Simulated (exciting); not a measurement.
# I L₃-edge absorption of Ca2AsI, all-electron BSE, part 3 of 3

Aim: the I L₃ absorption edge of Ca2AsI with the electron–hole interaction treated explicitly, and what each term of the kernel does.

exciting sodium; X-ray absorption, core-level Bethe-Salpeter equation, exchange and statically screened direct term, Tamm-Dancoff, all-electron LAPW+lo LDA.

So far. Step 5 (Independent particles): Maxima (height): 12.2 eV (1.04) and 17.8 eV (0.90). The spectrum differs from the singlet run by 32 % r.m.s. Moving the earlier curve by +3.2 eV leaves 14 %. The highest maximum lies at 12.2 eV (1.04), against 9.8 eV (1.00). Step 6 (Exchange alone): Maxima (height): 12.2 eV (1.04) and 17.8 eV (0.90). The spectrum is that of the independent-particle run within 1 %.

### Step 7. Another input

In this try the input is made faulty on purpose, to show what that does.

Input file input.xml:

```
<input>
  <title>Ca2AsI</title>
  <structure speciespath="." autormt="false" epslat="1.0e-5">
    <crystal>
      <basevect>4.1545628842 2.3986379995 14.0406651034</basevect>
      <basevect>-4.1545628842 2.3986379995 14.0406651034</basevect>
      <basevect>0.0000000000 -4.7972759991 14.0406651034</basevect>
    </crystal>
    <species speciesfile="I.xml" rmt="2.300">
      <atom coord="0.0000000000 0.0000000000 0.0000000000"/>
    </species>
    <species speciesfile="As.xml" rmt="2.300">
      <atom coord="0.5000000000 0.5000000000 0.5000000000"/>
    </species>
    <species speciesfile="Ca.xml" rmt="2.464">
      <atom coord="0.7687000000 0.7687000000 0.7687000000"/>
      <atom coord="0.2313000000 0.2313000000 0.2313000000"/>
    </species>
  </structure>
  <groundstate do="skip" xctype="LDA_PW" ngridk="3 3 3" rgkmax="7" gmaxvr="14" nempty="8" swidth="0.001" maxscl="100" epsengy="1e-5"/>
  <xs xstype="BSE" ngridk="2 2 2" ngridq="2 2 2" vkloff="0.097 0.273 0.493" rgkmax="7" nempty="56" gqmax="0.6" lmaxapwwf="5" lmaxemat="3" broad="0.05659" tevout="true">
    <energywindow intv="163.940 165.557" points="439"/>
    <screening screentype="full" nempty="85"/>
    <BSE xas="true" xasspecies="1" xasatom="1" xasedge="L3" bsetype="singlet" nstlxas="1 52"/>
    <qpointset>
      <qpoint>0 0 0</qpoint>
    </qpointset>
    <plan>
      <doonly task="xsgeneigvec"/>
      <doonly task="screen"/>
      <doonly task="scrcoulint"/>
      <doonly task="exccoulint"/>
    </plan>
  </xs>
</input>
```

Input file input.xml for the last start (plan only):

```
  <plan>
    <doonly task="bse"/>
  </plan>
```

Run with:

```bash
OMP_NUM_THREADS=1 mpirun -n 4 exciting
OMP_NUM_THREADS=4 exciting
```

Numbers of over 12 decimals in the logs are rounded to 6 here.

Log:

```text
| EXCITING SODIUM started for task xsgeneigvec ( 301)                          =
One-shot GS runs for BSE calculations
One-shot GS runs for k+qmt/2 grids
Info(xsgeneigvec): Generating eigenvectors for Q-point      1
Info(xsgeneigvec): Generation of eigenvectors finished
| EXCITING SODIUM started for task screen ( 430)                               =
Info(screenlauncher): Calculating screening for unshifted q-grid.
Info(screenlauncher): Number of q points:       4
Info(screenlauncher): lowest (partially)  unoccupied state:     27
[...]
Info(setup_bse_block): Setting up RR part of hamiltonian
Info(setup_bse_block): Singlet spin state
Info(bse): Diagonalizing RR Hamiltonian (TDA)
Info(bse): Invoking Lapack routine ZHEEVR
      1664 eigen solutions found in the interval:
         i1=       1 i2=    1664
Info(bse): Writing excition energies and oscillator strengths to text file.
Info(makespectrum_dist): Making spectrum using formula for coupling with time reversed AR basis.
Info(makespectrum_dist): Using formalism for vanishing momentum transfer.
Info(writederived): Writing quantities derived from the macroscopic dielectric function.
Info(bselauncher): Spectrum finished for iqmt=  1
Info(bselauncher): All done for BSE type singlet
```

Wall time 36 s (4 MPI ranks of Arm Neoverse V1, shared host).

The input has a fault: the cutoff of the kernels is far too low. Against the singlet run the r.m.s. difference is 10 %. The highest maximum lies at 10.5 eV (1.02), against 9.8 eV (1.00). The first bright state moves from -0.47 to -0.40 eV. The kernels miss the short-range part of the Coulomb interaction, its components above their cutoff.

```
E (eV)  first run  this run
 -11.0       0.03      0.03
 -10.0       0.03      0.03
  -9.0       0.04      0.04
  -8.0       0.05      0.04
  -7.0       0.06      0.05
  -6.0       0.07      0.06
  -5.0       0.09      0.08
  -4.0       0.12      0.10
  -3.0       0.17      0.14
  -2.0       0.26      0.21
  -1.0       0.43      0.35
   0.0       0.65      0.54
   1.0       0.70      0.60
   2.0       0.66      0.57
   3.0       0.69      0.59
   4.0       0.78      0.67
   5.0       0.83      0.74
   6.0       0.82      0.75
   7.0       0.86      0.79
   8.0       0.91      0.86
   9.0       0.97      0.93
  10.0       1.00      1.01
  11.0       0.94      1.00
  12.0       0.86      0.93
  13.0       0.77      0.84
  14.0       0.71      0.76
  15.0       0.71      0.75
  16.0       0.73      0.78
  17.0       0.69      0.78
  18.0       0.60      0.71
  19.0       0.52      0.62
```

### Step 8. From independent particles to the full kernel

```
  level  curve passes 0.15 (eV)  highest maximum (eV)  its height
     IP                    -0.9                  12.2        1.04
    RPA                    -0.9                  12.2        1.04
singlet                    -3.2                   9.8        1.00
```

```
E (eV)    IP   RPA  singlet
 -11.0  0.02  0.02     0.03
 -10.0  0.02  0.02     0.03
  -9.0  0.03  0.03     0.04
  -8.0  0.03  0.03     0.05
  -7.0  0.03  0.03     0.06
  -6.0  0.04  0.04     0.07
  -5.0  0.05  0.05     0.09
  -4.0  0.06  0.06     0.12
  -3.0  0.08  0.08     0.17
  -2.0  0.10  0.10     0.26
  -1.0  0.14  0.14     0.43
   0.0  0.23  0.23     0.65
   1.0  0.35  0.35     0.70
   2.0  0.44  0.44     0.66
   3.0  0.45  0.45     0.69
   4.0  0.48  0.48     0.78
   5.0  0.55  0.55     0.83
   6.0  0.64  0.64     0.82
   7.0  0.68  0.68     0.86
   8.0  0.75  0.75     0.91
   9.0  0.82  0.82     0.97
  10.0  0.88  0.88     1.00
  11.0  0.98  0.98     0.94
  12.0  1.04  1.04     0.86
  13.0  1.02  1.02     0.77
  14.0  0.95  0.95     0.71
  15.0  0.86  0.86     0.71
  16.0  0.85  0.85     0.73
  17.0  0.89  0.89     0.69
  18.0  0.90  0.90     0.60
  19.0  0.86  0.86     0.52
```

### Step 9. Summary of results

```
absorber and edge   : I L₃, atom 1
surroundings        : 6 Ca at 3.41 Å (distorted octahedral, site symmetry -3m)
first bright state  : -0.47 eV from the Kohn–Sham onset, on this mesh
highest maximum     : 9.8 eV
cost of the BSE run : 5.9 min on 4 MPI ranks of Arm Neoverse V1, shared host; the last task ran on as many threads
```

**Reading.** Is a core exciton bound? Undecided on this mesh: the first bright state (over 5 % of the brightest) lies at -0.47 eV from the Kohn–Sham onset and at -0.58 eV from the lowest bare transition of its own mesh. Exchange alone changes the independent-particle spectrum by 0.0 % r.m.s. With 8 k points the binding energies are rough, and fine structure above the first lines is partly noise of the mesh. Exchange and the short-range direct term aren't converged in the kernel cutoff. The zero comes from the unshifted 3×3×3 ground-state mesh; it is exact only where the band minimum lies on that mesh. The conduction states carry no spin here, so the exchange coupling to the spinor core hole is only partly held. This core level is treated alone, with no coupling to its spin–orbit partner. The Kohn–Sham onset, 4473 eV, is no photon energy (tabulated edge of the element: 4557 eV): the scale needs a rigid shift. No quasiparticle correction widens the gap or stretches the bands. Vibrations and energy-dependent lifetimes are left out. The structure is a published determination, not relaxed.

[Banner, clock and machine lines of the logs are left out without a mark of their own.]

[Logs are printed without paths, hosts, clocks, repeated set-up lines and the standing remarks that a program may print on its own settings, such as how far it seeks lower states.]

[Hosts, paths, dates, database ids (printed as entryN), source tags and the programs' standing remarks are cut or masked in the printed files.]
